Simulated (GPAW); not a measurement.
**Ballistic transport through hexatriene-1,6-dithiol between two Ag chains, cheap and dear**

Wanted: the zero-bias transmission of hexatriene-1,6-dithiol between two Ag chains on a ladder of levels, with run times.

Main program and level: GPAW 26.7.0; GPAW LCAO, PAW setups; Landauer transmission from Green's functions with principal layers (ASE), zero bias.

Most raw output is cut from this account.

## (1) Set-up

The cell holds 26 atoms: 12 Ag, 2 S, 6 C and 6 H. Cell: a = 11.492 Å, b = 9.000 Å, c = 42.086 Å, α = 90.0°, β = 90.0°, γ = 90.0°. Regions: left lead, 6 atoms (6 Ag); channel, 14 atoms (2 S, 6 C and 6 H); right lead, 6 atoms (6 Ag). Vacuum lies along a and b. The structure is stacked along c, and the current runs across the ab planes.

## (2) GPAW, dzp

Localised orbitals split the wire into layers that couple to their neighbours alone, which is what the Green's function method needs; double zeta with polarisation is the usual level for numbers.

Input file run.py:

```python
import json
import numpy as np
from ase import Atoms
from ase.transport.calculators import TransportCalculator
from gpaw import GPAW, FermiDirac
from gpaw.lcao.tools import get_lcao_hamiltonian
from scipy.linalg import eigh

# The junction with lead layers at both ends, along the third cell vector
device = Atoms(
    ['Ag', 'Ag', 'Ag', 'Ag', 'Ag', 'Ag', 'S', 'C', 'H', 'H', 'C', 'C', 'H', 'H', 'C', 'C', 'H', 'H', 'C', 'S', 'Ag', 'Ag', 'Ag', 'Ag', 'Ag', 'Ag'],
    positions=[
        [5.74623, 4.50000, 1.33000],
        [5.74623, 4.50000, 3.99000],
        [5.74623, 4.50000, 6.65000],
        [5.74623, 4.50000, 9.31000],
        [5.74623, 4.50000, 11.97000],
        [5.74623, 4.50000, 14.63000],
        [4.38967, 4.49998, 16.65814],
        [4.25746, 4.49998, 18.38274],
        [6.33116, 4.49999, 18.77873],
        [3.25001, 4.49997, 18.78920],
        [5.32525, 4.49998, 19.19295],
        [5.21272, 4.49998, 20.63624],
        [7.28439, 4.49999, 21.03053],
        [4.20808, 4.49998, 21.05554],
        [6.27975, 4.49998, 21.44982],
        [6.16721, 4.49998, 22.89312],
        [8.24245, 4.49998, 23.29687],
        [5.16131, 4.49998, 23.30734],
        [7.23500, 4.49998, 23.70333],
        [7.10279, 4.49997, 25.42793],
        [5.74623, 4.50000, 27.45607],
        [5.74623, 4.50000, 30.11607],
        [5.74623, 4.50000, 32.77607],
        [5.74623, 4.50000, 35.43607],
        [5.74623, 4.50000, 38.09607],
        [5.74623, 4.50000, 40.75607]],
    cell=[[11.49245, 0.0, 0.0], [0.0, 9.0, 0.0], [0.0, 0.0, 42.08607]],
    pbc=True)

# One principal layer of the lead: the first 4 atoms of the device
lead = Atoms(
    ['Ag', 'Ag', 'Ag', 'Ag'],
    positions=[
        [5.74623, 4.50000, 1.33000],
        [5.74623, 4.50000, 3.99000],
        [5.74623, 4.50000, 6.65000],
        [5.74623, 4.50000, 9.31000]],
    cell=[[11.49245, 0.0, 0.0], [0.0, 9.0, 0.0], [0.0, 0.0, 10.64]],
    pbc=True)

settings = dict(mode='lcao', basis='dzp', xc='PBE', h=0.2,
                occupations=FermiDirac(0.1), maxiter=250,
                mixer=dict(beta=0.1, nmaxold=8, weight=100.0),
                convergence=dict(density=0.0001))
energies = np.arange(-3, 3 + 1e-9, 0.075)
eta = 0.0001
n1, n2 = 1, 1
# k and -k transmit alike, so half of the mesh across the current serves
mesh = [(i, j) for i in range(n1) for j in range(n2) if (i, j) <= (-i % n1, -j % n2)]
weights = np.array([1 if (i, j) == (-i % n1, -j % n2) else 2 for i, j in mesh]) / (n1 * n2)


def ground_state(atoms, size, txt):
    atoms.calc = GPAW(kpts={'size': size, 'gamma': True}, symmetry={'tolerance': 1e-3}, txt=txt, **settings)
    atoms.get_potential_energy()
    return atoms.calc.get_fermi_level()


def blocks(atoms, fermi, points, nz, cells):
    """H - E_F S and S between cell 0 and the cells above it, at each point across the current."""
    kz = np.arange(nz) / nz
    calc = atoms.calc.fixed_density(kpts=[(*k, z) for k in points for z in kz], symmetry='off', txt=None)
    H, S = get_lcao_hamiltonian(calc)
    H = (H - fermi * S).reshape(len(H), len(points), nz, *S.shape[1:])
    S = S.reshape(H.shape[1:])
    phases = [np.exp(-2j * np.pi * kz * R) / nz for R in cells]
    return [(np.einsum('skzij,z->ksij', H, p), np.einsum('kzij,z->kij', S, p)) for p in phases]


def pair(a, b):
    return np.block([[a, b], [b.T.conj(), a]])


def count_channels(h, s, cells, nk=240):
    """Half the number of times that the lead's bands cross each energy, unfolded to its shortest repeat."""
    b = len(h) // cells
    bands = []
    for k in (np.arange(nk + 1) + 0.5) / nk:
        hk, sk = h[:b, :b].copy(), s[:b, :b].copy()
        for R in range(1, cells):
            phase, block = np.exp(2j * np.pi * k * R), slice(R * b, (R + 1) * b)
            hk += h[:b, block] * phase + (h[:b, block] * phase).T.conj()
            sk += s[:b, block] * phase + (s[:b, block] * phase).T.conj()
        w, u = eigh(sk)
        x = u[:, w > 1e-5] / w[w > 1e-5]**0.5  # drop near-dependent combinations
        bands.append(np.r_[eigh(x.T.conj() @ hk @ x, eigvals_only=True), [1e9] * (w <= 1e-5).sum()])
    below = np.array(bands)[:, :, None] < energies
    return (below[1:] != below[:-1]).sum((0, 1)) / 2


fermi_lead = ground_state(lead, (1, 1, 11), 'lead.txt')
fermi_device = ground_state(device, (1, 1, 2), 'device.txt')
T, channels, eigen, tail, misfit, shifts = [], [], [], 0.0, 0.0, []
for first in range(0, len(mesh), 164):
    points = [(i / n1, j / n2) for i, j in mesh[first:first + 164]]
    (H0k, S0k), (H1k, S1k), (H2k, _) = blocks(lead, fermi_lead, points, 5, range(3))
    [(Hk, Sk)] = blocks(device, fermi_device, points, 2, [0])
    tail = max(tail, abs(H2k).max())
    for H0, S0, H1, S1, H, S in zip(H0k, S0k, H1k, S1k, Hk, Sk):
        n = len(S0)
        # Shift the lead onto the potential of the device's first layer
        shift = ((H[:, 0, 0] - H0[:, 0, 0]) / S0[0, 0]).real.mean()
        shifts.append(shift)
        misfit = max(misfit, abs(H[:, :n, :n] - H0 - shift * S0).max())
        Tk, Ck, Ek = [], [], []
        for s in range(len(H)):
            t = s % len(H0)  # a lead without moments serves both spins
            h1, s1 = pair(H0[t] + shift * S0, H1[t] + shift * S1), pair(S0, S1)
            leads = dict(h1=h1, s1=s1, energies=energies, eta=eta, eta1=eta, eta2=eta)
            calc = TransportCalculator(h=H[s], s=S, eigenchannels=3, **leads)
            Tk.append(calc.get_transmission())
            Ek.append(np.sort(calc.eigenchannels_ne, axis=0)[::-1])
            Ck.append(count_channels(h1, s1, 8))
        T.append(Tk)
        channels.append(Ck)
        eigen.append(Ek)
T, channels = np.array(T), np.array(channels)
mean, open_channels = np.einsum('kse,k->se', T, weights), np.einsum('kse,k->se', channels, weights)

print(f'basis functions: device {len(S)}, principal layer {n}')
print(f'Fermi level: lead {fermi_lead:.4f} eV, device {fermi_device:.4f} eV; lead shifted by {np.mean(shifts):.4f} eV')
print(f'largest coupling past the next layer {tail:.2e} eV, largest misfit of the first layer {misfit:.3f} eV')
print('  E-E_F (eV)   ' + 'T (one spin)  channels')
for e, t, c in zip(energies, mean.T, open_channels.T):
    print(f'{e:10.3f}  ', *[f'{x:11.4e}' for x in t], *[f'{x:9.4f}' for x in c])

kT = 8.617333e-5 * 300
fine = np.linspace(energies[0], energies[-1], 4001)
both = np.exp(np.interp(fine, energies, np.log(np.maximum(mean.sum(0) * 2 / len(mean), 1e-30))))
fermi = lambda mu: 1 / (1 + np.exp(np.clip((fine - mu) / kT, -200, 200)))
slope = fermi(0) * (1 - fermi(0)) / kT
G = np.trapezoid(both * slope, fine) / 2
seebeck = -np.trapezoid(both * slope * fine, fine) / (2 * G * 300) * 1e6
print(f'conductance at 300 K: {G:.5g} G0 a cell; thermopower {seebeck:.4g} uV/K')
bias = [0.1, 0.2, 0.5, 1.0, 1.5, 2.0]
current = [38.74 * np.trapezoid(both * (fermi(V / 2) - fermi(-V / 2)), fine) for V in bias]
for V, I in zip(bias, current):
    print(f'current from the zero-bias T(E) at {V} V: {I:.5g} uA')
zero = abs(energies).argmin()
json.dump(dict(energies=energies.tolist(), T=mean.tolist(), channels=open_channels.tolist(), G=G, seebeck=seebeck,
               bias=bias, current=current, tail=tail, misfit=misfit, shift=np.mean(shifts), n_device=len(S), n_lead=n,
               fermi=[fermi_lead, fermi_device], energy=device.get_potential_energy(),
               moments=device.get_magnetic_moments().tolist(), mesh=mesh, weights=weights.tolist(),
               T_k=T[:, :, zero].tolist(), eigen=np.array(eigen[0]).tolist()), open('result.json', 'w'))
```

Started as:

```
$ OMP_NUM_THREADS=1 OPENBLAS_NUM_THREADS=1 python run.py
```

Wall time 2.1 min (1 thread of Arm Neoverse V1, shared host); peak memory 1.8 GiB.

Numbers from this step:

* conductance: 1.31e-5 G₀
* thermopower: -3.007 μV/K
* largest coupling past the next principal layer: 3.56e-5 eV
* largest misfit of the first principal layer: 0.1981 eV
* shift that aligns the lead: 0.009195 eV
* basis functions of the junction: 458
* basis functions of a principal layer: 108
* transmission at the Fermi level (one spin): 1.33e-5

One spin. Table of transmission, zone mean by energy, zero at the Fermi level:

```
energy (eV)  transmission, zone mean
      -3.00                    0.214
      -2.92                    0.529
      -2.85                   0.0187
      -2.77                    0.196
      -2.70                   0.0416
      -2.55                    0.245
      -2.48                    0.608
      -2.33                   0.0966
      -2.17                   0.0662
      -2.02                   0.0378
      -1.88                   0.0229
      -1.73                   1.6e-5
      -1.57                        0
      -1.35                        0
      -1.20                        0
      -1.05                   7.1e-4
      -0.90                    0.433
      -0.75                   4.8e-4
      -0.60                   2.5e-5
      -0.38                   8.2e-6
      -0.23                   1.0e-5
      -0.07                   1.3e-5
       0.00                   1.3e-5
       0.07                   1.3e-5
       0.23                   1.3e-5
       0.38                   1.2e-5
       0.60                   1.1e-5
       0.75                   1.1e-5
       0.90                   1.1e-5
       1.05                   1.1e-5
       1.20                   1.2e-5
       1.35                   1.2e-5
       1.57                   1.3e-5
       1.73                   1.3e-5
       1.88                   1.3e-5
       2.02                   1.3e-5
       2.17                   1.3e-5
       2.33                   1.3e-5
       2.55                   1.2e-5
       2.70                   1.1e-5
       2.85                   9.1e-6
       3.00                   7.5e-5
```

Not self-consistent under bias; the bias window is split evenly. Table of current through one cell, from the zero-bias transmission by bias:

```
bias (V)  current through one cell, from the zero-bias transmission (μA)
   0.100                                                          1.0e-4
   0.200                                                          2.0e-4
   0.500                                                          4.8e-4
   1.000                                                          9.0e-4
   1.500                                                          0.0104
   2.000                                                            2.88
```

Table of transmission of the three most open eigenchannels by energy, zero at the Fermi level:

```
energy (eV)  channel 1  channel 2  channel 3
    -3.0000      0.173     0.0402     1.5e-6
    -2.7750      0.194    0.00202     1.6e-7
    -2.4750      0.604    0.00370     5.4e-7
    -2.2500     0.0734    0.00264     1.1e-6
    -2.0250     0.0362    0.00157     1.5e-6
    -1.7250     1.6e-5    1.1e-11          0
    -1.5000          0          0          0
    -1.2750          0          0          0
    -0.9750      0.369          0          0
    -0.7500     4.8e-4          0          0
    -0.5250     1.2e-5          0          0
    -0.2250     1.0e-5          0          0
     0.0000     1.3e-5          0          0
     0.2250     1.3e-5          0          0
     0.5250     1.2e-5          0          0
     0.7500     1.1e-5          0          0
     0.9750     1.1e-5          0          0
     1.2750     1.2e-5          0          0
     1.5000     1.3e-5          0          0
     1.7250     1.3e-5          0          0
     2.0250     1.3e-5          0          0
     2.2500     1.3e-5          0          0
     2.4750     1.2e-5          0          0
     2.7750     1.0e-5          0          0
     3.0000     7.0e-5     4.5e-6    6.4e-12
```

Couplings past the next layer reach 3.6e-5 eV, small enough to drop; the matrix elements of the cell's first layer differ from the bulk lead's by up to 0.20 eV. That layer keeps its own values in the calculation, and only beyond it is the lead taken as perfect. The Fermi levels of lead and junction count from different zeros of potential, one for each periodic cell; with both set to zero, the small remaining shift is what aligns them. By hand: G = 1.31e-5 × 77.48 μS = 0.00102 μS, a resistance of 9.8e5 kΩ; at 0.1 V a linear junction would pass 1.0e-4 μA, and the integral over the bias window gives 1.0e-4 μA. Mott's formula, S = -(π²/3)(k_B²T/e) d ln T/dE, has the prefactor 7.33 μV/K·eV at 300 K; T = 1.27e-5 at -0.075 eV and 1.35e-5 at 0.075 eV give a slope of 0.400 per eV and S = -2.93 μV/K, beside -3.01 μV/K from the thermal integral, which interpolates the same grid.

## (3) Single-zeta polarised basis

One radial function a shell plus polarisation makes the matrices smaller; the question is what that costs.

Changes to run.py since step 2:

```diff
@@ -52,3 +52,3 @@
 
-settings = dict(mode='lcao', basis='dzp', xc='PBE', h=0.2,
+settings = dict(mode='lcao', basis='szp(dzp)', xc='PBE', h=0.2,
                 occupations=FermiDirac(0.1), maxiter=250,
```

Elapsed: 78 s, on 1 thread; peak memory 1.7 GiB.

This step gave:

* conductance: 1.05e-5 G₀
* largest misfit of the first principal layer: 0.2186 eV
* shift that aligns the lead: 0.01173 eV
* basis functions of the junction: 276
* basis functions of a principal layer: 60
* transmission at the Fermi level (one spin): 1.06e-5
* open channels of the lead at the Fermi level (one spin): 1

One spin. Transmission, zone mean against energy, zero at the Fermi level:

```
energy (eV)  transmission, zone mean
      -3.00                    0.176
      -2.85                    0.199
      -2.70                   0.0114
      -2.55                    0.491
      -2.33                   0.0304
      -2.17                   0.0270
      -2.02                   0.0199
      -1.88                   0.0147
      -1.73                   3.9e-6
      -1.57                   3.3e-7
      -1.35                        0
      -1.20                        0
      -1.05                   9.7e-6
      -0.90                  0.00575
      -0.82                    0.341
      -0.75                    0.169
      -0.60                   3.6e-4
      -0.38                   1.7e-5
      -0.23                   1.1e-5
      -0.07                   1.1e-5
       0.00                   1.1e-5
       0.07                   1.0e-5
       0.23                   1.0e-5
       0.38                   9.5e-6
       0.60                   9.3e-6
       0.75                   9.4e-6
       0.90                   9.8e-6
       1.05                   1.0e-5
       1.20                   1.1e-5
       1.35                   1.2e-5
       1.57                   1.3e-5
       1.73                   1.3e-5
       1.88                   1.4e-5
       2.02                   1.4e-5
       2.17                   1.5e-5
       2.33                   1.5e-5
       2.55                   1.4e-5
       2.70                   1.3e-5
       2.85                   1.2e-5
       3.00                   2.8e-5
```

Crossings of the lead's bands, unfolded to its shortest repeat. The open channels, zone mean by energy, zero at the Fermi level:

```
energy (eV)  open channels, zone mean
    -3.0000                         3
    -2.7750                         3
    -2.4750                         3
    -2.2500                         5
    -2.0250                         3
    -1.7250                         1
    -1.5000                         0
    -1.2750                         0
    -0.9750                         1
    -0.7500                         1
    -0.5250                         1
    -0.2250                         1
     0.0000                         1
     0.2250                         1
     0.5250                         1
     0.7500                         1
     0.9750                         1
     1.2750                         1
     1.5000                         1
     1.7250                         1
     2.0250                         1
     2.2500                         1
     2.4750                         1
     2.7750                         1
     3.0000                         2
```

Not self-consistent under bias; the bias window is split evenly. Table of current through one cell, from the zero-bias transmission by bias:

```
bias (V)  current through one cell, from the zero-bias transmission (μA)
   0.100                                                          8.2e-5
   0.200                                                          1.6e-4
   0.500                                                          4.1e-4
   1.000                                                         0.00120
   1.500                                                           0.460
   2.000                                                            2.16
```

The transmission of the three most open eigenchannels by energy, zero at the Fermi level:

```
energy (eV)  channel 1  channel 2  channel 3
      -3.00      0.159     0.0168     4.2e-7
      -2.77     0.0297    0.00218     9.1e-8
      -2.55      0.490    0.00105     1.5e-7
      -2.40     0.0406     6.3e-4     2.6e-7
      -2.17     0.0264     6.1e-4     5.8e-7
      -1.95     0.0172     4.0e-4     8.3e-7
      -1.73     3.9e-6     1.9e-9    7.8e-12
      -1.57     3.3e-7          0          0
      -1.35          0          0          0
      -1.12          0          0          0
      -0.90    0.00575          0          0
      -0.75      0.169          0          0
      -0.53     8.3e-5          0          0
      -0.30     1.2e-5          0          0
      -0.07     1.1e-5          0          0
       0.00     1.1e-5          0          0
       0.07     1.0e-5          0          0
       0.30     9.7e-6          0          0
       0.53     9.3e-6          0          0
       0.75     9.4e-6          0          0
       0.90     9.8e-6          0          0
       1.12     1.1e-5          0          0
       1.35     1.2e-5          0          0
       1.57     1.3e-5          0          0
       1.73     1.3e-5          0          0
       1.95     1.4e-5          0          0
       2.17     1.5e-5          0          0
       2.40     1.5e-5          0          0
       2.55     1.4e-5          0          0
       2.77     1.3e-5          0          0
       3.00     2.8e-5     3.2e-7          0
```

The conductance, 1.1e-5 G₀, lies 20 % below that of the dzp run.

## (4) Minimal basis

One function for each valence shell of the setup, as for a first survey of a large system.

Changes to run.py since step 3:

```diff
@@ -52,3 +52,3 @@
 
-settings = dict(mode='lcao', basis='szp(dzp)', xc='PBE', h=0.2,
+settings = dict(mode='lcao', basis='sz(dzp)', xc='PBE', h=0.2,
                 occupations=FermiDirac(0.1), maxiter=250,
```

The job ended after 64 s (1 thread; peak memory 1.6 GiB).

This step gave:

- conductance: 8.25e-6 G₀
- largest coupling past the next principal layer: 3.59e-5 eV
- largest misfit of the first principal layer: 0.1238 eV
- shift that aligns the lead: 0.01178 eV
- basis functions of the junction: 182
- basis functions of a principal layer: 48
- transmission at the Fermi level (one spin): 8.25e-6

The conductance, 8.2e-6 G₀, lies 37 % below that of the dzp run.

(Continued in part 2 of 3.)

[Logs are printed without paths, hosts, clocks, repeated set-up lines and the standing remarks that a program may print on its own settings, such as how far it seeks lower states.]

[Hosts, paths, dates, database ids (printed as entryN), source tags and the programs' standing remarks are cut or masked in the printed files.]
